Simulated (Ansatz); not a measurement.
# Decaying states in the gap of Na2ZnCdF6, part 2 of 3

Wanted: the relaxed cell of Na2ZnCdF6, its band edges and its decay constants. It is built by putting Zn for part of the Cd in the NaCdF3 structure of space group R3c, with the volume rescaled by atomic radii. The parent structure comes from the Materials Project.

Ansatz 0.2.0; PBEsol DFT, plane waves, PAW files (the session's first sound run).

So far. Step 2 (Relaxing the new crystal): The largest force component on a free atom ends at 0.0084 eV/Å.

The structure was built from a prototype and need not be the compound's stable phase.

## (3) The bulk crystal and its band edges

The energy window and the wavevectors of the next steps follow from the band edges, so these are searched first, off the mesh as well.

File input.yaml:

```yaml
crystal:
  lattice:
    - [2.8061684684, 1.6201421206, 4.8445370665]
    - [-2.8061684684, 1.6201421206, 4.8445370665]
    - [0.0, -3.2402842413, 4.8445370665]
  atoms:
    - { symbol: Na, position: [0.2861254231, 0.2861254231, 0.2861254231] }
    - { symbol: Na, position: [0.7837340748, 0.7837340748, 0.7837340748] }
    - { symbol: Zn, position: [-0.0017493709, -0.0017493709, -0.0017493709] }
    - { symbol: Cd, position: [0.5012479656, 0.5012479656, 0.5012479656] }
    - { symbol: F, position: [0.1200009178, 0.3491052107, 0.7327306123] }
    - { symbol: F, position: [0.3491052107, 0.7327306123, 0.1200009178] }
    - { symbol: F, position: [0.7327306123, 0.1200009178, 0.3491052107] }
    - { symbol: F, position: [0.2037788618, 0.8781683477, 0.638855957] }
    - { symbol: F, position: [0.638855957, 0.2037788618, 0.8781683477] }
    - { symbol: F, position: [0.8781683477, 0.638855957, 0.2037788618] }
kpoints:
  mp_grid: { grid: [6, 6, 6] }
  band_path: { path: [VBM, CBM], npoints: 30 }
scf:
  occupations: { method: fixed }
hamiltonian:
  xc: pbesol
output:
  eigenvalues: true
  write_potential: true
  write_density: true
  volumetric_format: npy
```

On the command line:

```bash
$ ansatz run input.yaml --threads 2 --pin off --max-ram 4096MiB --backend cpu --events-out ev --progress --plain --runs-dir out
```

Numbers of over 12 decimals in the logs are rounded to 6 here.

Output:

```text
[...]
Crystal: 10 atoms, lattice volume = 132.151 Å³
Basis set: ecut = 420 eV, 2585 PW (Γ)
Bands: 56, of which v1, the nominal top of the filled ones, is band 46 counted from 1 (45 counted from 0)
Symmetry: 3 space group operations
[...]
k-points: 40 of 216 (time reversal used)
[...]
SCF iter   1: F=—  HF=-19226.919071 eV  |F-HF|=—  |Δ(HF+E_count)|=         —  Δρ=1.40e-2  dr2=1.60e-1  ethr=1.77e-3  ⟨swp⟩=5.0  Hψ=7085  notcnv=0  defer=320
[...]
SCF iter   7: F=-19226.872065 eV  HF=-19226.872065 eV  |F-HF|=9.12e-8  |Δ(HF+E_count)|=   2.87e-6  Δρ=7.26e-6  dr2=6.79e-8  ethr=1.09e-10  ⟨swp⟩=7.6  Hψ=9635  notcnv=0
SCF 1 converged in 7 iterations: F = -19226.872065 eV  dr2 = 6.79e-8
[...]
NSCF: frozen V_eff on 40 k-points
[...]
SCF converged after 7 iterations
Free energy (F): -19226.872065 eV
[...]
Internal energy: -19226.872065 eV  (E = F + TS)
E sigma→0 (E₀):  -19226.872065 eV
Fermi energy:    3.209276 eV
[...]
--- Band table (eV; the first three rows and the last of 40) ---
  k-point 0: bands = [... 42 lower, 2.0787, 2.0787, 3.2093, 3.2093, 6.6562, 11.9630, 13.0455, 13.4995, ... 6 higher]
  k-point 1: bands = [... 42 lower, 2.0921, 2.1366, 3.1000, 3.1166, 7.0270, 11.5928, 12.7752, 13.1264, ... 6 higher]
  k-point 2: bands = [... 42 lower, 2.1674, 2.2706, 2.8200, 2.8905, 7.9339, 10.5431, 12.6195, 13.0151, ... 6 higher]
  k-point 39: bands = [... 42 lower, 2.2742, 2.2742, 2.6307, 2.6307, 8.6750, 9.4446, 13.0342, 13.2641, ... 6 higher]
```

It took 60 s on 2 threads of Arm Neoverse V2, shared host; peak memory 0.49 GiB.

Reading the cycles: dr2 is the Hartree energy of the density residual (eV), the measure of convergence; HF is the Harris–Foulkes estimate of the energy, which meets the free energy F at convergence.

This step gave:

```yaml
free_energy: -19226.8721 eV
fermi_energy: 3.209 eV
gap_on_the_k_mesh: 3.447 eV
gap_on_path: 3.447 eV, by band count; negative where bands overlap
direct_gap_on_path: 3.447 eV
edge_places_on_path: 0, 0.00783 1/A along the path
```

The electronic bands at the labelled points (eV, zero at the Fermi level (highest filled level under fixed occupations); v1 is the highest filled band, c1 the lowest empty one):

```csv
point,v4,v3,v2,v1,c1
VBM,-1.13,-1.13,0.00,0.00,3.45
halfway,-1.13,-1.13,0.00,0.00,3.45
CBM,-1.13,-1.13,0.00,0.00,3.45
```

The searched edges give 3.45 eV, as on the mesh.

## (4) Complex bands

This step: PBEsol DFT, plane waves, PAW files; complex bands by layer matching along the plane's normal (Ansatz 0.2.0).

The same crystal is laid in a cell whose first two vectors span the (001) plane (indices of the standard conventional cell, whose axes can be ordered otherwise than in the bulk input). At fixed energy and wavevector in the plane the solver finds all kz, real and complex. A few wavevectors are listed, (0, 0) and (0.5, 0) in units of the plane's reciprocal vectors; the slowest state needn't be among them.

File input.yaml:

```yaml
crystal:
  lattice:
    - [5.612336937, 0.0, 0.0]
    - [2.806168468, 4.860426362, 0.0]
    - [2.806168468, -1.620142121, 4.844537066]
  atoms:
    - { symbol: Na, position: [0.5722508462, 0.7138745769, 0.1416237307] }
    - { symbol: Na, position: [0.5674681496, 0.2162659252, 0.6487977756] }
    - { symbol: Zn, position: [0.9965012582, 0.0017493709, 0.0052481127] }
    - { symbol: Cd, position: [0.0024959312, 0.4987520344, 0.4962561032] }
    - { symbol: F, position: [0.4691061285, 0.6508947893, 0.7981632592] }
    - { symbol: F, position: [0.081835823, 0.2672693877, 0.7981632592] }
    - { symbol: F, position: [0.8527315301, 0.8799990822, 0.7981632592] }
    - { symbol: F, position: [0.0819472095, 0.1218316523, 0.2791968335] }
    - { symbol: F, position: [0.8426348188, 0.7962211382, 0.2791968335] }
    - { symbol: F, position: [0.5170243047, 0.361144043, 0.2791968335] }
kpoints:
  mp_grid: { grid: [6, 6, 6] }
scf:
  occupations: { method: fixed }
hamiltonian:
  xc: pbesol
output:
  eigenvalues: true
  transmission:
    leads: [[0, 0]]
    kpoints: [[0.0, 0.0], [0.5, 0.0]]
    e_range: [-1.0, 4.45]
    de: 0.14
```

Output:

```text
[...]
Crystal: 10 atoms, lattice volume = 132.151 Å³
Basis set: ecut = 420 eV, 2585 PW (Γ)
Bands: 56, of which v1, the nominal top of the filled ones, is band 46 counted from 1 (45 counted from 0)
Symmetry: 3 space group operations
[...]
k-points: 40 of 216 (time reversal used)
[...]
SCF iter   1: F=—  HF=-19226.919073 eV  |F-HF|=—  |Δ(HF+E_count)|=         —  Δρ=1.40e-2  dr2=1.60e-1  ethr=1.77e-3  ⟨swp⟩=5.0  Hψ=7084  notcnv=0  defer=320
[...]
SCF iter   7: F=-19226.872039 eV  HF=-19226.872039 eV  |F-HF|=9.12e-8  |Δ(HF+E_count)|=   2.88e-6  Δρ=7.18e-6  dr2=6.68e-8  ethr=1.09e-10  ⟨swp⟩=7.6  Hψ=9571  notcnv=0
SCF 1 converged in 7 iterations: F = -19226.872039 eV  dr2 = 6.68e-8
[...]
transmission: 8 of 16 steps passed
transmission: 16 of 16 steps passed
SCF converged after 7 iterations
Free energy (F): -19226.872039 eV
[...]
Internal energy: -19226.872039 eV  (E = F + TS)
E sigma→0 (E₀):  -19226.872039 eV
Fermi energy:    3.209283 eV
[...]
--- Band table (eV; the first three rows and the last of 40) ---
  k-point 0: bands = [... 42 lower, 2.0787, 2.0787, 3.2093, 3.2093, 6.6562, 11.9630, 13.0455, 13.4995, ... 6 higher]
  k-point 1: bands = [... 42 lower, 2.0704, 2.1193, 3.0997, 3.1039, 7.0050, 11.3785, 13.0921, 13.4216, ... 6 higher]
  k-point 2: bands = [... 42 lower, 2.1338, 2.2011, 2.8305, 2.8396, 7.8621, 10.3157, 13.0618, 13.3066, ... 6 higher]
  k-point 39: bands = [... 42 lower, 2.1511, 2.1747, 2.7884, 2.8554, 9.1360, 10.1513, 11.7523, 11.9245, ... 6 higher]
--- Transmission ---
  basis      : 241 plane waves across, 8 finite elements along
  points     : 2, as listed
  energies   : 39 from -1.000000 to 4.320000 eV about the Fermi level, 0.140000 eV apart; the leads are filled to 1.723451 eV, and channels, transmission and decay are at 1.660000 eV
  crystal 0  : Na2F6Zn1Cd1, at the sites [0, 0], period 4.8445 Å: whole cells are its period
    offset         : up to 0.0000 Å between an atom of the period and one for which it stands
    channels       : 0.000000e0 a spin
    conductance    : none, the energies end too early or step too widely for 300 K: set another output.transmission.e_range or a lower de, or, where they end at an eighth of basis.ecutwfc, a higher one
    slowest decay  : 0.3944 /Å at (0.0000, 0.0000)
```

The job ended after 50 s (2 threads; peak memory 0.74 GiB; 84 s of CPU time).

Numbers from this step:

* free energy: -19226.8720 eV
* level to which the leads are filled: 1.723 eV from the Fermi level
* decay constant at the filling level, zone centre: 0.3944 Å⁻¹
* decay constant at the filling level, slowest listed point: 0.3944 Å⁻¹

K parallel (0, 0); values up to 1.5 1/Å, a degenerate pair printed once or twice; energies at which all values exceed this have no row. The Im kz of the slowest decaying states by energy, zero at the highest filled level on the SCF mesh:

```csv
energy (eV),decay 1 (Å⁻¹),decay 2 (Å⁻¹),decay 3 (Å⁻¹),decay 4 (Å⁻¹)
-1.00,0.261,0.507,0.554,0.735
-0.72,0.118,0.327,0.687,0.728
-0.58,0.00544,0.349,0.749,0.791
-0.30,0.381,0.843,0.877,0.893
-0.16,0.393,0.880,0.897,0.939
-0.02,0.402,0.905,0.916,0.989
0.12,0.220,0.409,0.911,0.934
0.26,0.316,0.415,0.908,0.950
0.54,0.421,0.438,0.912,0.978
0.68,0.422,0.483,0.917,0.991
0.96,0.421,0.556,0.929,1.01
1.10,0.418,0.586,0.935,1.02
1.38,0.409,0.638,0.947,1.04
1.52,0.402,0.661,0.953,1.05
1.80,0.385,0.700,0.965,1.06
1.94,0.375,0.717,0.971,1.07
2.22,0.349,0.748,0.983,1.08
2.36,0.334,0.761,0.989,1.09
2.64,0.296,0.785,1.00,1.09
2.78,0.273,0.795,1.01,1.10
3.06,0.213,0.813,1.02,1.10
3.20,0.172,0.820,1.03,1.11
3.48,0.833,1.04,1.11,1.23
3.62,0.838,1.05,1.11,1.23
3.90,0.846,1.06,1.11,1.22
4.04,0.849,1.07,1.11,1.21
4.32,0.854,1.08,1.11,1.20
```

K parallel (0.5, 0); values up to 1.5 1/Å, a degenerate pair printed once or twice; energies at which all values exceed this have no row. The Im kz of the slowest decaying states by energy, zero at the highest filled level on the SCF mesh:

```csv
energy (eV),decay 1 (Å⁻¹),decay 2 (Å⁻¹),decay 3 (Å⁻¹),decay 4 (Å⁻¹)
-1.00,0.309,0.454,0.623,0.922
-0.58,0.226,0.748,0.779,0.844
-0.30,0.354,0.796,0.888,0.943
-0.02,0.456,0.846,0.922,0.933
0.12,0.225,0.489,0.869,0.914
0.54,0.444,0.559,0.926,0.947
0.96,0.569,0.603,0.970,0.993
1.24,0.623,0.634,0.992,1.03
1.66,0.642,0.724,1.01,1.13
2.08,0.651,0.849,0.894,1.11
2.36,0.652,0.876,1.16,1.16
2.78,0.645,0.884,1.19,1.21
3.20,0.629,0.890,1.22,1.24
3.62,0.602,0.894,1.24,1.25
3.90,0.578,0.894,1.25,1.25
4.32,0.530,0.892,1.24,1.25
```

At the listed wavevectors the last open channel is at -0.02 eV and the next at +3.48 eV on the grid. At +1.66 eV, the grid energy nearest the filling level (the middle of the gap on the SCF mesh), the slowest state at the listed wavevectors decays with κ = 0.394 Å⁻¹, its amplitude falling by e over 2.5 Å. Through 1 nm of this crystal that state's transmission falls by exp(−2 × 0.394 Å⁻¹ × 10 Å) = 3.8e-4.

## (5) Decay over the two-dimensional zone

The listed points could miss the slowest state, so one energy near mid-gap is solved on a mesh of 8×8.

input.yaml, as its differences from that of step 4:

```diff
@@ -24,6 +24,2 @@
   eigenvalues: true
-  transmission:
-    leads: [[0, 0]]
-    kpoints: [[0.0, 0.0], [0.5, 0.0]]
-    e_range: [-1.0, 4.45]
-    de: 0.14
+  transmission: { leads: [[0, 0]], kmesh: [8, 8], e_range: [1.72, 1.73], de: 0.05 }
```

Output:

```text
[...]
Crystal: 10 atoms, lattice volume = 132.151 Å³
Basis set: ecut = 420 eV, 2585 PW (Γ)
Bands: 56, of which v1, the nominal top of the filled ones, is band 46 counted from 1 (45 counted from 0)
Symmetry: 3 space group operations
[...]
k-points: 40 of 216 (time reversal used)
[...]
SCF iter   1: F=—  HF=-19226.919073 eV  |F-HF|=—  |Δ(HF+E_count)|=         —  Δρ=1.40e-2  dr2=1.60e-1  ethr=1.77e-3  ⟨swp⟩=5.0  Hψ=7084  notcnv=0  defer=320
[...]
SCF iter   7: F=-19226.872039 eV  HF=-19226.872039 eV  |F-HF|=9.12e-8  |Δ(HF+E_count)|=   2.88e-6  Δρ=7.18e-6  dr2=6.68e-8  ethr=1.09e-10  ⟨swp⟩=7.6  Hψ=9571  notcnv=0
SCF 1 converged in 7 iterations: F = -19226.872039 eV  dr2 = 6.68e-8
[...]
transmission: 24 of 72 steps passed
transmission: 48 of 72 steps passed
transmission: 72 of 72 steps passed
SCF converged after 7 iterations
Free energy (F): -19226.872039 eV
[...]
Internal energy: -19226.872039 eV  (E = F + TS)
E sigma→0 (E₀):  -19226.872039 eV
Fermi energy:    3.209283 eV
[...]
--- Band table (eV; the first three rows and the last of 40) ---
  k-point 0: bands = [... 42 lower, 2.0787, 2.0787, 3.2093, 3.2093, 6.6562, 11.9630, 13.0455, 13.4995, ... 6 higher]
  k-point 1: bands = [... 42 lower, 2.0704, 2.1193, 3.0997, 3.1039, 7.0050, 11.3785, 13.0921, 13.4216, ... 6 higher]
  k-point 2: bands = [... 42 lower, 2.1338, 2.2011, 2.8305, 2.8396, 7.8621, 10.3157, 13.0618, 13.3066, ... 6 higher]
  k-point 39: bands = [... 42 lower, 2.1511, 2.1747, 2.7884, 2.8554, 9.1360, 10.1513, 11.7523, 11.9245, ... 6 higher]
--- Transmission ---
  basis      : 241 plane waves across, 6 finite elements along
  points     : 12, standing for a mesh of 8 x 8
  energies   : 1 from 1.720000 to 1.720000 eV about the Fermi level; the leads are filled to 1.723451 eV, and channels, transmission and decay are at 1.720000 eV
[...]
channels       : 0.000000e0 a spin
    conductance    : none, crystal 0 has no channel at the energies, or these end too early or step too widely for 300 K: set another output.transmission.e_range or a lower de, or, where they end at an eighth of basis.ecutwfc, a higher one
    slowest decay  : 0.3907 /Å at (0.0000, 0.0000)
```

It took 32 s on 2 threads; peak memory 0.79 GiB; 63 s of CPU time.

Numbers from this step:

```yaml
least_decay_constant_on_the_mesh: 0.3907 Å⁻¹
```

Slowest decay constant (1/Å; 0 where a channel is open) over k1 and k2. At 1.7200 eV from the Fermi level.

Values, 8 rows by 8 columns:
```
0.621 0.668 0.668 0.627 0.576 0.542 0.543 0.576
0.615 0.668 0.615 0.543 0.485 0.463 0.485 0.542
0.627 0.621 0.542 0.463 0.417 0.417 0.463 0.543
0.644 0.576 0.485 0.417 0.391 0.417 0.485 0.576
0.627 0.543 0.463 0.417 0.417 0.463 0.542 0.621
0.615 0.542 0.485 0.463 0.485 0.543 0.615 0.668
0.621 0.576 0.543 0.542 0.576 0.627 0.668 0.668
0.644 0.627 0.615 0.621 0.644 0.621 0.615 0.627
```
Columns: k1 (b1) from -0.5 to 0.375; rows upwards: k2 (b2) from -0.5 to 0.375.

The least value on the mesh is 0.391 Å⁻¹ at +1.72 eV. At that energy the listed points give about 0.391 Å⁻¹ by interpolation, so the mesh holds no clearly slower state.

## (6) Band edges at another level

This step: LDA DFT, plane waves, PAW files (Ansatz 0.2.0).

The edges again with LDA, at the same atoms.

File input.yaml:

```yaml
crystal:
  lattice:
    - [2.8061684684, 1.6201421206, 4.8445370665]
    - [-2.8061684684, 1.6201421206, 4.8445370665]
    - [0.0, -3.2402842413, 4.8445370665]
  atoms:
    - { symbol: Na, position: [0.2861254231, 0.2861254231, 0.2861254231] }
    - { symbol: Na, position: [0.7837340748, 0.7837340748, 0.7837340748] }
    - { symbol: Zn, position: [-0.0017493709, -0.0017493709, -0.0017493709] }
    - { symbol: Cd, position: [0.5012479656, 0.5012479656, 0.5012479656] }
    - { symbol: F, position: [0.1200009178, 0.3491052107, 0.7327306123] }
    - { symbol: F, position: [0.3491052107, 0.7327306123, 0.1200009178] }
    - { symbol: F, position: [0.7327306123, 0.1200009178, 0.3491052107] }
    - { symbol: F, position: [0.2037788618, 0.8781683477, 0.638855957] }
    - { symbol: F, position: [0.638855957, 0.2037788618, 0.8781683477] }
    - { symbol: F, position: [0.8781683477, 0.638855957, 0.2037788618] }
kpoints:
  mp_grid: { grid: [6, 6, 6] }
  band_path: { path: [VBM, CBM], npoints: 30 }
scf:
  occupations: { method: fixed }
hamiltonian:
  xc: lda
output:
  eigenvalues: true
```

Output:

```text
[...]
Crystal: 10 atoms, lattice volume = 132.151 Å³
Basis set: ecut = 420 eV, 2585 PW (Γ)
Bands: 56, of which v1, the nominal top of the filled ones, is band 46 counted from 1 (45 counted from 0)
Symmetry: 3 space group operations
[...]
k-points: 40 of 216 (time reversal used)
[...]
SCF iter   1: F=—  HF=-19067.619482 eV  |F-HF|=—  |Δ(HF+E_count)|=         —  Δρ=2.08e-2  dr2=4.02e-1  ethr=1.77e-3  ⟨swp⟩=5.0  Hψ=7089  notcnv=0  defer=320
[...]
SCF iter   8: F=-19067.494035 eV  HF=-19067.494035 eV  |F-HF|=8.31e-9  |Δ(HF+E_count)|=   2.88e-8  Δρ=6.15e-6  dr2=4.68e-8  ethr=1.09e-10  ⟨swp⟩=9.6  Hψ=8612  notcnv=0
SCF 1 converged in 8 iterations: F = -19067.494035 eV  dr2 = 4.68e-8
[...]
SCF converged after 8 iterations
Free energy (F): -19067.494035 eV
[...]
Internal energy: -19067.494035 eV  (E = F + TS)
E sigma→0 (E₀):  -19067.494035 eV
Fermi energy:    2.853018 eV
[...]
--- Band table (eV; the first three rows and the last of 40) ---
  k-point 0: bands = [... 42 lower, 1.7419, 1.7419, 2.8530, 2.8530, 6.1767, 11.4682, 12.5210, 12.9206, ... 6 higher]
  k-point 1: bands = [... 42 lower, 1.7546, 1.7990, 2.7424, 2.7593, 6.5517, 11.1047, 12.2438, 12.5912, ... 6 higher]
  k-point 2: bands = [... 42 lower, 1.8292, 1.9313, 2.4578, 2.5298, 7.4634, 10.0614, 12.0732, 12.4546, ... 6 higher]
  k-point 39: bands = [... 42 lower, 1.9418, 1.9418, 2.2599, 2.2599, 8.2048, 8.9586, 12.4800, 12.6912, ... 6 higher]
```

Elapsed: 61 s, on 2 threads; peak memory 0.48 GiB.

This step gave:

```yaml
free_energy: -19067.4940 eV
fermi_energy: 2.853 eV
gap_on_the_k_mesh: 3.324 eV
gap_on_path: 3.324 eV, by band count; negative where bands overlap
direct_gap_on_path: 3.324 eV
edge_places_on_path: 0.001576, 0.006755 1/A along the path
```

Electronic bands along the path, in eV, zero at the Fermi level (highest filled level under fixed occupations); v1 is the highest filled band, c1 the lowest empty one:

```csv
point,v4,v3,v2,v1,c1
VBM,-1.11,-1.11,0.00,0.00,3.32
halfway,-1.11,-1.11,0.00,0.00,3.32
CBM,-1.11,-1.11,0.00,0.00,3.32
```

The searched edges give 3.32 eV, as on the mesh.

For the gap on the k-mesh, step 3 gave 3.45 eV; this run, with LDA, gives 3.32 eV.

(Continued in part 3 of 3.)

[Logs are printed without paths, hosts, clocks, repeated set-up lines and the standing remarks that a program may print on its own settings, such as how far it seeks lower states.]

[Hosts, paths, dates, database ids (printed as entryN), source tags and the programs' standing remarks are cut or masked in the printed files.]
